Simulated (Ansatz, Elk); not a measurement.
# Bonding as seen by X-rays: Al2Tl

Structure refinements treat a crystal as free atoms side by side. For a made-up structure of Al2Tl (cell and positions from a r2SCAN relaxation) the runs below show what the calculated density changes in F(hkl).

Program: Elk 11.2.3 (patched build). Level of theory: DFT, PBE, all-electron APW+lo, Dirac cores, scalar-relativistic bands, static density, no spin. Results are calculated unless marked as measured.

This account leaves out most program logs.

The structure was built from a prototype and need not be the compound's stable phase.

## Step 1: Starting point

The structure is orthorhombic, space group Cmmm (No. 65). Conventional cell: a = 4.015 Å, b = 17.348 Å, c = 4.037 Å, α = 90.00°, β = 90.00°, γ = 90.00°. Nearest to Tl lie 4 Al at 3.05 Å. Nearest to Al lie 8 Al at 2.74 to 2.85 Å. Al has 8 Al at 2.73 to 2.85 Å nearest. Al has 4 Al at 2.73 to 2.74 Å and 4 Tl at 3.05 Å nearest. Farther neighbours are not listed.

## Step 2: Ground state and structure factors

An all-electron density is needed, since X-rays see the cores too. Task 0 finds the density and task 195 Fourier-transforms it; tshift is off so that phases refer to the origin typed.

The input, elk.in:

```
tasks
  0
  195

xctype
  20

spinpol
  .false.

rgkmax
  7.0

gmaxvr
  14.0

lmaxo
  7

lmaxapw
  8

swidth
  0.002

tshift
  .false.

ramdisk
  .false.

hmaxvr
  5.5

maxscl
  120

epspot
  1e-06

sppath
  './'

avec
  3.79326345378 -16.39104817444 0.00000000000
  3.79326345378 16.39104817444 0.00000000000
  0.00000000000 0.00000000000 7.62853210553

atoms
  2
  'Tl.in'
  2
  0.3304302244 0.6695697756 0.0000000000   0.000000 0.000000 0.000000
  0.6695697756 0.3304302244 0.0000000000   0.000000 0.000000 0.000000
  'Al.in'
  4
  -0.0000000000 0.0000000000 0.0000000000   0.000000 0.000000 0.000000
  0.5000000000 0.5000000000 0.5000000000   0.000000 0.000000 0.000000
  0.1064457924 0.8935542076 0.5000000000   0.000000 0.000000 0.000000
  0.8935542076 0.1064457924 0.5000000000   0.000000 0.000000 0.000000

ngridk
  6 6 6
```

Started as:

```console
$ OMP_NUM_THREADS=4 elk
```

Wall time 46 s (4 threads of INTEL XEON PLATINUM 8581C at 2.30GHz (Emerald Rapids), shared host); peak memory 0.3 GiB.

SFACRHO.OUT:

```text

h k l indices transformed by vhmat matrix:
   1.000000000       0.000000000       0.000000000    
   0.000000000       1.000000000       0.000000000    
   0.000000000       0.000000000       1.000000000    

      h      k      l  multipl.   |H|            Re(F)            Im(F)           |F|

      0      0      0      1   0.0000000       214.00000      0.27011353E-16   214.00000    
      1     -1      0      2  0.38333029      -53.922724      0.29620574E-13   53.922724    
      2     -2      0      2  0.76666059      -63.487779      0.26329399E-13   63.487779    
      0      0     -1      2  0.82364277       128.39050     -0.16400815E-13   128.39050    
      0     -1      0      4  0.85009173      -55.511208      0.26329399E-13   55.511208    
      1     -1     -1      4  0.90847649      -83.476834      0.13164700E-13   83.476834    
      2     -1      0      4   1.0082362       136.81226     -0.72405847E-13   136.81226    
      2     -2      1      4   1.1252359      -44.818977      0.92152897E-13   44.818977    
      3     -3      0      2   1.1499909       147.89359     -0.15386243E-12   147.89359    
      0      1     -1      8   1.1836568      -64.201382     -0.41139686E-13   64.201382    
      2     -3      0      4   1.2666131      -98.383845      0.51836004E-13   98.383845    
      1     -2     -1      8   1.3018938       164.03493     -0.52658798E-13   164.03493    
     -3      3     -1      4   1.4145199       146.11936      0.86393340E-13   146.11936    
     -3      2     -1      8   1.5108594      -42.346186     -0.85981944E-13   42.346186    
     -4      4      0      2   1.5333212      -54.705214     -0.18348300E-12   54.705214    
      4     -3      0      4   1.5766932      -51.241162      0.41139686E-13   51.241162    
      0      0     -2      2   1.6472855       163.35490      0.29083228E-13   163.35490    
      1      1      0      2   1.6564063       163.03379      0.57328157E-13   163.03379
```

Elk indexes on the primitive cell of elk.in and gives |H| = 4π sin θ/λ in inverse bohr. Below, one row stands for each form hkl of the conventional cell (m members, Friedel mates merged), F is for one primitive cell and the density is static (no thermal factor). Free-atom factors are Waasmaier and Kirfel's, and R is Σm||F|−|F'||/Σm|F|.

| hkl | m | sin θ/λ (Å⁻¹) | abs F, DFT | neutral atoms | diff. |
| --- | --- | --- | --- | --- | --- |
| 020 | 2 | 0.058 | 53.923 | 54.168 | -0.245 |
| 040 | 2 | 0.115 | 63.488 | 63.573 | -0.085 |
| 001 | 2 | 0.124 | 128.391 | 128.687 | -0.296 |
| 110 | 4 | 0.128 | 55.511 | 55.754 | -0.242 |
| 021 | 4 | 0.137 | 83.477 | 83.387 | +0.089 |
| 130 | 4 | 0.152 | 136.812 | 136.880 | -0.068 |
| 041 | 4 | 0.169 | 44.819 | 44.854 | -0.035 |
| 060 | 2 | 0.173 | 147.894 | 148.091 | -0.197 |
| 111 | 8 | 0.178 | 64.201 | 64.286 | -0.084 |
| 150 | 4 | 0.191 | 98.384 | 98.547 | -0.164 |
| 131 | 8 | 0.196 | 164.035 | 164.389 | -0.354 |
| 061 | 4 | 0.213 | 146.119 | 146.332 | -0.213 |
| 151 | 8 | 0.227 | 42.346 | 42.168 | +0.179 |
| 080 | 2 | 0.231 | 54.705 | 54.543 | +0.163 |

## Step 3: The highest occupied states alone

An energy window below the Fermi level keeps the highest occupied states, to see at which angles they scatter; shallow core shells can lie inside it and anion s states outside. No new self-consistency is needed.

elk.in, as its differences from that of step 2:

```diff
@@ -1,3 +1,2 @@
 tasks
-  0
   195
@@ -40,2 +39,5 @@
 
+wsfac
+  -0.171470 0.496030
+
 sppath
```

Started as:

```console
$ OMP_NUM_THREADS=4 elk
```

The job ended after 9.1 s (4 threads; peak memory 0.18 GiB).

States within 10 eV below the Fermi level hold 17.95 electrons; any levels below the window count with the cores. Their amplitudes can exceed the total, where window and core parts have opposite phase:

| hkl | sin θ/λ (Å⁻¹) | abs F, window | abs F, all |
| --- | --- | --- | --- |
| 020 | 0.058 | 3.381 | 53.923 |
| 040 | 0.115 | 0.660 | 63.488 |
| 001 | 0.124 | 0.063 | 128.391 |
| 110 | 0.128 | 0.718 | 55.511 |
| 021 | 0.137 | 1.498 | 83.477 |
| 130 | 0.152 | 0.887 | 136.812 |
| 041 | 0.169 | 0.356 | 44.819 |
| 060 | 0.173 | 1.032 | 147.894 |
| 111 | 0.178 | 0.200 | 64.201 |
| 150 | 0.191 | 0.726 | 98.384 |

## Step 4: Another functional

The difference from free atoms is small, so it is set against the change that LDA (Perdew-Wang) makes.

elk.in, as its differences from that of step 3:

```diff
@@ -1,2 +1,3 @@
 tasks
+  0
   195
@@ -4,3 +5,3 @@
 xctype
-  20
+  3
 
@@ -39,5 +40,2 @@
 
-wsfac
-  -0.171470 0.496030
-
 sppath
```

Started as:

```console
$ OMP_NUM_THREADS=4 elk
```

It took 30 s on 4 threads; peak memory 0.24 GiB; 91 s of CPU time.

Against the first run R = 0.03 %; the largest change is -0.067 at 202.

## Step 5: Basis size

The basis and the expansions that go with it are enlarged, to see whether the differences are converged.

elk.in, as its differences from that of step 4:

```diff
@@ -5,3 +5,3 @@
 xctype
-  3
+  20
 
@@ -11,12 +11,12 @@
 rgkmax
-  7.0
+  8.5
 
 gmaxvr
-  14.0
+  18.0
 
 lmaxo
-  7
+  9
 
 lmaxapw
-  8
+  10
```

Started as:

```console
$ OMP_NUM_THREADS=4 elk
```

Run time: 2.1 min. Hardware: 4 threads; peak memory 0.59 GiB.

Against the first run R = 0.00 %; the largest change is -0.004 at 133.

## Step 6: Settings against the effect

| run | R against the first run (%) | R against neutral atoms, low angle (%) | wall time |
| --- | --- | --- | --- |
| PBE, rgkmax 7 | 0.00 | 0.19 | 46 s |
| LDA (Perdew-Wang) | 0.03 | 0.18 | 30 s |
| rgkmax 8.5 with larger expansions | 0.00 | 0.19 | 2.1 min |

## Step 7: Summary of results

```yaml
r_against_neutral_atoms_sin_theta_lambda_0p3_a_minus1: 0.19 %
r_against_neutral_atoms_0p3_to_0p56_a_minus1: 0.04 %
```

What this shows: Independent neutral atoms miss the calculated amplitudes by R = 0.19 % below 0.3 Å⁻¹ and 0.04 % from there to 0.56 Å⁻¹; by shells, 0.25 % below 0.15 Å⁻¹ (5 forms), 0.18 % 0.15 to 0.3 (24 forms), 0.05 % 0.3 to 0.45 (52 forms), 0.03 % above 0.45 (68 forms). Bonding, aspherical density and the tables' own atoms all enter these figures, and the runs don't part them. The largest change of an amplitude is -0.62 electrons, at 200. The window's part falls from 18.0 electrons at the origin to at most 0.33 between 0.45 and 0.56 Å⁻¹. Below 0.3 Å⁻¹ the changes that finished (LDA (Perdew-Wang) and rgkmax 8.5 with larger expansions) move F by R = 0.02 % at most, against the 0.19 % that separates it from free atoms. The k-mesh has no finished test. Spin-orbit coupling is left out, which can matter for elements this heavy. Part of the difference isn't bonding: the tables are fits to free atoms and ions calculated by other methods than this functional. Thermal motion, anomalous dispersion and extinction are left out.

[Logs are printed without paths, hosts, clocks, repeated set-up lines and the standing remarks that a program may print on its own settings, such as how far it seeks lower states.]

[Hosts, paths, dates, database ids (printed as entryN), source tags and the programs' standing remarks are cut or masked in the printed files.]
